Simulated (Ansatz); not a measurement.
# Direct or indirect: KGeF3 (Pm-3m)

```cif
data_structure
_symmetry_space_group_name_H-M 'Pm-3m'
_symmetry_Int_Tables_number 221
_cell_length_a 4.4505
_cell_length_b 4.4505
_cell_length_c 4.4505
_cell_angle_alpha 90.000
_cell_angle_beta 90.000
_cell_angle_gamma 90.000
_cell_volume 88.15
loop_
_atom_site_label
_atom_site_type_symbol
_atom_site_symmetry_multiplicity
_atom_site_Wyckoff_symbol
_atom_site_fract_x
_atom_site_fract_y
_atom_site_fract_z
_atom_site_occupancy
Ge1 Ge 1 b 0.50000 0.50000 0.50000 1
K1 K 1 a 0.00000 0.00000 0.00000 1
F1 F 3 c 0.50000 0.50000 0.00000 1
```

Method: Ansatz, PBE, independent particles, without spin-orbit coupling, line width 0.15 eV (Gaussian). The band structure gives a fundamental gap of 1.99 eV. The spectrum of vertical transitions near the edge:

```
E (eV)  Im ε, E ∥ xyz
  1.50           0.00
  1.62           0.00
  1.74           0.01
  1.86           0.05
  1.98           0.23
  2.10           0.53
  2.22           0.79
  2.34           0.98
  2.46           1.12
  2.58           1.24
  2.70           1.36
  2.82           1.48
  2.94           1.60
  3.06           1.74
  3.18           1.90
```

Problem. Is the gap direct or indirect, and about where do vertical transitions set in?

Solution. Direct: the band path has its least direct gap at the fundamental one, 1.99 eV, and the curves rise from there. Lines are broadened by 0.15 eV, which spreads the edge.

Note: cells built here by substitution need not match a known phase.

[Logs are printed without paths, hosts, clocks, repeated set-up lines and the standing remarks that a program may print on its own settings, such as how far it seeks lower states.]
